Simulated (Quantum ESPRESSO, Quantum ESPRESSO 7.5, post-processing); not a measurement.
# 1T-SnSe2, 1 layer: vacuum convergence

Wanted: the cheapest sound input for 1T-SnSe2, 1 layer, from a series that sets result against time.

Program: Quantum ESPRESSO 7.5. Level of theory: plane-wave DFT, PBE, SSSP efficiency pseudopotentials. Results are calculated unless marked as measured.

Most raw output is cut from this account.

## (1) The starting structure

The cell holds 3 atoms: 2 Se and 1 Sn. Its edges and angles: a = 3.870 Å, b = 3.870 Å, c = 26.110 Å, α = 90.0°, β = 90.0°, γ = 120.0°. It derives from SnSe2. Vacuum lies along c.

## (2) Self-consistent run: 24 Å of vacuum

The first run is the reference of the series.

The input, c0.in:

```
&control
  prefix = 'c0'
  outdir = './out'
  pseudo_dir = './pseudo'
  calculation = 'scf'
  tprnfor = .true.
/
&system
  ibrav = 0
  nat = 3
  ntyp = 2
  ecutwfc = 45
  ecutrho = 360
  occupations = 'smearing'
  smearing = 'fd'
  degauss = 0.004
/
&electrons
  conv_thr = 1e-07
  mixing_beta = 0.4
  electron_maxstep = 120
  mixing_mode = 'local-TF'
/
ATOMIC_SPECIES
  Se  78.9710  Se_pbe_v1.uspp.F.UPF
  Sn  118.7100  Sn_pbe_v1.uspp.F.UPF
CELL_PARAMETERS angstrom
  3.87000000000000 0.00000000000000 0.00000000000000
  -1.93500000000000 3.35151831264578 0.00000000000000
  0.00000000000000 0.00000000000000 26.11048904285239
ATOMIC_POSITIONS crystal
  Se  0.666666666667 0.333333333333 0.459585417198
  Sn  0.000000000000 0.000000000000 0.500000000000
  Se  0.333333333333 0.666666666667 0.540414582802
K_POINTS automatic
  6 6 1 0 0 0
```

Run with:

```
OMP_NUM_THREADS=1 mpirun -n 4 pw.x -nk 2 -in c0.in > c0.out
```

The job ended after 16 s (4 MPI ranks of AMD EPYC 9R45, shared host; peak memory 1.1 GiB; 61 s of CPU time).

This step gave:

| Item | Value |
| --- | --- |
| free energy | -3405.5696 eV |
| Fermi energy | -2.527 eV |
| valence top, on the run's zero | -3.012 eV |
| conduction bottom, on the run's zero | -2.181 eV |
| gap by band count | 0.8306 eV |

The program's own clock; routines nest. Time by routine:

```tsv
routine	wall time (s)	calls
PWSCF	14.87	1
electrons	13.19	1
sum_band	4.16	14
newd	3.85	15
c_bands	2.89	14
cegterg	2.5	56
h_psi	1.96	348
fftw	1.81	6326
mix_rho	1.71	14
vloc_psi	1.66	348
ffts	1.34	1628
init_run	1.19	1
v_of_rho	0.85	15
fft	0.71	204
```

The run needed 14 iterations to bring the estimated error under 1e-07 Ry; the largest force on any atom, held or free, is 5.31 eV/Å, so this geometry is far from relaxed and its levels are not those of the real material.

## (3) Electrostatic potential

The vacuum level is read from the electrostatic potential (plot_num = 11), averaged over planes.

The input, c0.pot.in:

```
&inputpp
  prefix = 'c0'
  outdir = './out'
  filplot = 'c0.pot.dat'
  plot_num = 11
/
```

Run with:

```
OMP_NUM_THREADS=1 mpirun -n 4 pp.x -in c0.pot.in > c0.pot.out
```

Run time: 1.6 s. Hardware: 4 MPI ranks; peak memory 0.24 GiB; 5.5 s of CPU time.

Read from the output:

| Property | Result |
| --- | --- |
| potential in the middle of the vacuum, over the valence top | 5.875 eV |

Electrostatic potential energy of an electron; zero at the highest filled level of the SCF mesh. The potential energy, planar mean by z:

z (Å), potential energy, planar mean (eV) and a bar from the least value:
```
      0.0        5.9 ##############################
      0.5        5.9 ##############################
      1.0        5.9 ##############################
      1.5        5.9 ##############################
      2.0        5.9 ##############################
      2.5        5.9 ##############################
      3.0        5.9 ##############################
      3.5        5.9 ##############################
      4.0        5.9 ##############################
      4.5        5.9 ##############################
      5.0        5.9 ##############################
      5.5        5.9 ##############################
      6.0        5.9 ##############################
      6.5        5.9 ##############################
      7.0        5.9 ##############################
      7.5        5.9 ##############################
      8.0        5.9 ##############################
      8.5        5.9 ##############################
      9.0        5.9 ##############################
      9.5        5.8 ##############################
     10.0        5.7 ##############################
     10.5        5.3 #############################
     11.0        3.5 ##########################
     11.5       -3.8 ###############
     12.0      -12.9 #
     12.5      -13.0 #
     13.0      -12.8 #
     13.5      -12.6 #
     14.0      -13.5 
     14.5       -6.4 ###########
     15.0        2.6 #########################
     15.5        5.1 #############################
     16.0        5.7 ##############################
     16.5        5.8 ##############################
     17.0        5.9 ##############################
     17.5        5.9 ##############################
     18.0        5.9 ##############################
     18.5        5.9 ##############################
     19.0        5.9 ##############################
     19.5        5.9 ##############################
     20.0        5.9 ##############################
     20.5        5.9 ##############################
     21.0        5.9 ##############################
     21.5        5.9 ##############################
     22.0        5.9 ##############################
     22.5        5.9 ##############################
     23.0        5.9 ##############################
     23.5        5.9 ##############################
     24.0        5.9 ##############################
     24.5        5.9 ##############################
     25.0        5.9 ##############################
     25.5        5.9 ##############################
     26.0        5.9 ##############################
```

Inside the slab this potential holds the local part of the pseudopotentials, which can be repulsive at the nuclei; only its value in the vacuum has a meaning of its own.

## (4) Self-consistent run: 18 Å of vacuum

c2.in is the input of step 2 with these lines changed:

```diff
@@ -1,3 +1,3 @@
 &control
-  prefix = 'c0'
+  prefix = 'c2'
   outdir = './out'
@@ -29,7 +29,7 @@
   -1.93500000000000 3.35151831264578 0.00000000000000
-  0.00000000000000 0.00000000000000 26.11048904285239
+  0.00000000000000 0.00000000000000 20.11048904285239
 ATOMIC_POSITIONS crystal
-  Se  0.666666666667 0.333333333333 0.459585417198
+  Se  0.666666666667 0.333333333333 0.447527654888
   Sn  0.000000000000 0.000000000000 0.500000000000
-  Se  0.333333333333 0.666666666667 0.540414582802
+  Se  0.333333333333 0.666666666667 0.552472345112
 K_POINTS automatic
```

Run with:

```
OMP_NUM_THREADS=1 mpirun -n 4 pw.x -nk 2 -in c2.in > c2.out
```

Run time: 11 s. Hardware: 4 MPI ranks; peak memory 0.91 GiB.

Read from the output:

```
Fermi energy                         : -1.673 eV
valence top, on the run's zero       : -2.157 eV
conduction bottom, on the run's zero : -1.327 eV
gap by band count                    : 0.8303 eV
```

The program's own clock; routines nest. Time by routine:

```tsv
routine	wall time (s)	calls
PWSCF	10.49	1
electrons	8.88	1
sum_band	2.84	12
newd	2.61	13
c_bands	1.93	12
cegterg	1.66	48
h_psi	1.33	273
fftw	1.24	5420
init_run	1.18	1
vloc_psi	1.13	273
mix_rho	1.11	12
ffts	1.02	1378
fft	0.67	178
v_of_rho	0.59	13
```

## (5) Potential by pp.x

The input, c2.pot.in:

```
&inputpp
  prefix = 'c2'
  outdir = './out'
  filplot = 'c2.pot.dat'
  plot_num = 11
/
```

Run with:

```
OMP_NUM_THREADS=1 mpirun -n 4 pp.x -in c2.pot.in > c2.pot.out
```

It took 1.6 s on 4 MPI ranks; peak memory 0.2 GiB.

This step gave:

```
potential in the middle of the vacuum, over the valence top : 5.874 eV
```

Counted from each run's own zero (the valence top), the vacuum level differs from the first run's by -1 meV.

## (6) Ground state: 14 Å of vacuum

c4.in is the input of step 4 with these lines changed:

```diff
@@ -1,3 +1,3 @@
 &control
-  prefix = 'c2'
+  prefix = 'c4'
   outdir = './out'
@@ -29,7 +29,7 @@
   -1.93500000000000 3.35151831264578 0.00000000000000
-  0.00000000000000 0.00000000000000 20.11048904285239
+  0.00000000000000 0.00000000000000 16.11048904285239
 ATOMIC_POSITIONS crystal
-  Se  0.666666666667 0.333333333333 0.447527654888
+  Se  0.666666666667 0.333333333333 0.434499535140
   Sn  0.000000000000 0.000000000000 0.500000000000
-  Se  0.333333333333 0.666666666667 0.552472345112
+  Se  0.333333333333 0.666666666667 0.565500464860
 K_POINTS automatic
```

Run with:

```
OMP_NUM_THREADS=1 mpirun -n 4 pw.x -nk 2 -in c4.in > c4.out
```

Elapsed: 8.1 s, on 4 MPI ranks; peak memory 0.8 GiB.

This step gave:

```
Fermi energy                         : -0.75 eV
valence top, on the run's zero       : -1.235 eV
conduction bottom, on the run's zero : -0.4039 eV
gap by band count                    : 0.8307 eV
```

The program's own clock; routines nest. Time by routine:

```tsv
routine	wall time (s)	calls
PWSCF	7.48	1
electrons	6.32	1
sum_band	2.01	11
newd	1.87	12
c_bands	1.39	11
cegterg	1.19	44
h_psi	0.93	242
fftw	0.86	5062
init_run	0.81	1
vloc_psi	0.79	242
mix_rho	0.77	11
ffts	0.62	1253
fft	0.49	165
v_of_rho	0.44	12
```

## (7) Electrostatic potential

The input, c4.pot.in:

```
&inputpp
  prefix = 'c4'
  outdir = './out'
  filplot = 'c4.pot.dat'
  plot_num = 11
/
```

Run with:

```
OMP_NUM_THREADS=1 mpirun -n 4 pp.x -in c4.pot.in > c4.pot.out
```

Run time: 1.4 s. Hardware: 4 MPI ranks; peak memory 0.17 GiB; 4.7 s of CPU time.

Counted from each run's own zero (the valence top), the vacuum level differs from the first run's by -0 meV.

## (8) Ground state: 12 Å of vacuum

c6.in is the input of step 6 with these lines changed:

```diff
@@ -1,3 +1,3 @@
 &control
-  prefix = 'c4'
+  prefix = 'c6'
   outdir = './out'
@@ -29,7 +29,7 @@
   -1.93500000000000 3.35151831264578 0.00000000000000
-  0.00000000000000 0.00000000000000 16.11048904285239
+  0.00000000000000 0.00000000000000 14.11048904285239
 ATOMIC_POSITIONS crystal
-  Se  0.666666666667 0.333333333333 0.434499535140
+  Se  0.666666666667 0.333333333333 0.425215595418
   Sn  0.000000000000 0.000000000000 0.500000000000
-  Se  0.333333333333 0.666666666667 0.565500464860
+  Se  0.333333333333 0.666666666667 0.574784404582
 K_POINTS automatic
```

Run with:

```
OMP_NUM_THREADS=1 mpirun -n 4 pw.x -nk 2 -in c6.in > c6.out
```

Run time: 7.3 s. Hardware: 4 MPI ranks; peak memory 0.6 GiB.

Read from the output:

```
Fermi energy                         : -0.0924 eV
valence top, on the run's zero       : -0.5769 eV
conduction bottom, on the run's zero : 0.2536 eV
gap by band count                    : 0.8305 eV
```

The program's own clock; routines nest. Time by routine:

```tsv
routine	wall time (s)	calls
PWSCF	6.69	1
electrons	5.58	1
sum_band	1.81	11
newd	1.69	12
c_bands	1.2	11
cegterg	1.03	44
init_run	0.79	1
h_psi	0.79	251
fftw	0.73	5064
ffts	0.69	1253
vloc_psi	0.67	251
mix_rho	0.64	11
v_of_rho	0.39	12
potinit	0.36	1
```

## (9) Electrostatic potential

The input, c6.pot.in:

```
&inputpp
  prefix = 'c6'
  outdir = './out'
  filplot = 'c6.pot.dat'
  plot_num = 11
/
```

Run with:

```
OMP_NUM_THREADS=1 mpirun -n 4 pp.x -in c6.pot.in > c6.pot.out
```

Run time: 1.2 s. Hardware: 4 MPI ranks; peak memory 0.15 GiB; 3.9 s of CPU time.

Counted from each run's own zero (the valence top), the vacuum level differs from the first run's by -1 meV.

## (10) SCF with pw.x: 10 Å of vacuum

c8.in is the input of step 8 with these lines changed:

```diff
@@ -1,3 +1,3 @@
 &control
-  prefix = 'c6'
+  prefix = 'c8'
   outdir = './out'
@@ -29,7 +29,7 @@
   -1.93500000000000 3.35151831264578 0.00000000000000
-  0.00000000000000 0.00000000000000 14.11048904285239
+  0.00000000000000 0.00000000000000 12.11048904285239
 ATOMIC_POSITIONS crystal
-  Se  0.666666666667 0.333333333333 0.425215595418
+  Se  0.666666666667 0.333333333333 0.412865242874
   Sn  0.000000000000 0.000000000000 0.500000000000
-  Se  0.333333333333 0.666666666667 0.574784404582
+  Se  0.333333333333 0.666666666667 0.587134757126
 K_POINTS automatic
```

Run with:

```
OMP_NUM_THREADS=1 mpirun -n 4 pw.x -nk 2 -in c8.in > c8.out
```

Wall time 5.9 s (4 MPI ranks); peak memory 0.66 GiB.

Read from the output:

| Item | Value |
| --- | --- |
| free energy | -3405.5695 eV |
| Fermi energy | 0.7828 eV |
| valence top, on the run's zero | 0.2984 eV |
| conduction bottom, on the run's zero | 1.129 eV |
| gap by band count | 0.8304 eV |

The program's own clock; routines nest. Time by routine:

```tsv
routine	wall time (s)	calls
PWSCF	5.28	1
electrons	4.23	1
sum_band	1.38	10
newd	1.31	11
c_bands	0.89	10
init_run	0.77	1
cegterg	0.77	40
h_psi	0.59	203
fftw	0.54	4580
vloc_psi	0.5	203
mix_rho	0.48	10
ffts	0.47	1128
fft	0.4	152
hinit0	0.35	1
```

## (11) Electrostatic potential

The input, c8.pot.in:

```
&inputpp
  prefix = 'c8'
  outdir = './out'
  filplot = 'c8.pot.dat'
  plot_num = 11
/
```

Run with:

```
OMP_NUM_THREADS=1 mpirun -n 4 pp.x -in c8.pot.in > c8.pot.out
```

It took 1.3 s on 4 MPI ranks; peak memory 0.14 GiB.

This step gave:

```
potential in the middle of the vacuum, over the valence top : 5.873 eV
```

Counted from each run's own zero (the valence top), the vacuum level differs from the first run's by -2 meV.

## (12) Self-consistent run: 8 Å of vacuum

c10.in is the input of step 10 with these lines changed:

```diff
@@ -1,3 +1,3 @@
 &control
-  prefix = 'c8'
+  prefix = 'c10'
   outdir = './out'
@@ -29,7 +29,7 @@
   -1.93500000000000 3.35151831264578 0.00000000000000
-  0.00000000000000 0.00000000000000 12.11048904285239
+  0.00000000000000 0.00000000000000 10.11048904285239
 ATOMIC_POSITIONS crystal
-  Se  0.666666666667 0.333333333333 0.412865242874
+  Se  0.666666666667 0.333333333333 0.395628735964
   Sn  0.000000000000 0.000000000000 0.500000000000
-  Se  0.333333333333 0.666666666667 0.587134757126
+  Se  0.333333333333 0.666666666667 0.604371264036
 K_POINTS automatic
```

Run with:

```
OMP_NUM_THREADS=1 mpirun -n 4 pw.x -nk 2 -in c10.in > c10.out
```

Run time: 5.1 s. Hardware: 4 MPI ranks; peak memory 0.6 GiB.

Read from the output:

```
free energy                          : -3405.5686 eV
Fermi energy                         : 2.005 eV
valence top, on the run's zero       : 1.523 eV
conduction bottom, on the run's zero : 2.348 eV
gap by band count                    : 0.8244 eV
```

The program's own clock; routines nest. Time by routine:

```tsv
routine	wall time (s)	calls
PWSCF	4.44	1
electrons	3.51	1
sum_band	1.16	10
newd	1.1	11
c_bands	0.73	10
init_run	0.67	1
cegterg	0.64	40
h_psi	0.49	194
fftw	0.44	4578
vloc_psi	0.41	194
mix_rho	0.38	10
fft	0.38	152
hinit0	0.36	1
ffts	0.35	1100
```

## (13) Potential by pp.x

The input, c10.pot.in:

```
&inputpp
  prefix = 'c10'
  outdir = './out'
  filplot = 'c10.pot.dat'
  plot_num = 11
/
```

Run with:

```
OMP_NUM_THREADS=1 mpirun -n 4 pp.x -in c10.pot.in > c10.pot.out
```

The job ended after 1.2 s (4 MPI ranks; peak memory 0.14 GiB).

Numbers from this step:

- potential in the middle of the vacuum, over the valence top: 5.864 eV

Counted from each run's own zero (the valence top), the vacuum level differs from the first run's by -11 meV.

## (14) The series side by side

All levels:

```tsv
level	vacuum level over the valence top (eV)	its change from the first (meV)	energy from the first (meV an atom)	SCF iterations	wall time (s)	peak memory (GiB)	CPU time (s)
24 Å of vacuum	5.875	0	0	14	15.53	1.08	61.31
18 Å of vacuum	5.874	-0.7789	-0.002698	12	11.13	0.91	43.77
14 Å of vacuum	5.874	-0.4858	0.009592	11	8.12	0.8	31.72
12 Å of vacuum	5.874	-0.5987	0.00771	11	7.33	0.6	28.57
10 Å of vacuum	5.873	-1.864	0.04973	10	5.92	0.66	22.93
8 Å of vacuum	5.864	-10.53	0.3226	10	5.07	0.6	19.55
```

## (15) Results

```json
{"vacuum level over the valence top, 24 Å of vacuum": "5.875 eV", "cheapest step of the main series that, with all steps before it, keeps the vacuum level within 20 meV of the first": "8 Å of vacuum: -11 meV, 20 s of CPU time against 61 s", "setting with the largest shift of the level": "8 Å of vacuum: -11 meV"}
```

In words: The cheapest step of the main series that, with all steps before it, keeps the vacuum level within 20 meV of the first is 8 Å of vacuum: -11 meV, 20 s of CPU time against 61 s. Over the series the energy moves by up to 0.323 meV an atom and the vacuum level by up to 11 meV. The level is read in the middle of the vacuum, where a short gap still holds the tails of both faces. The times come from a shared host and are rough. Peak memory is sampled during the run and can miss the peak. The geometry is as built, not relaxed.

[Logs are printed without paths, hosts, clocks, repeated set-up lines and the standing remarks that a program may print on its own settings, such as how far it seeks lower states.]

[Hosts, paths, dates, database ids (printed as entryN), source tags and the programs' standing remarks are cut or masked in the printed files.]

[Maps of the electrostatic potential energy from Ansatz leave out the sawtooth potential of an applied field or a dipole correction, so their vacuum need not be flat; planar profiles and work functions include it.]
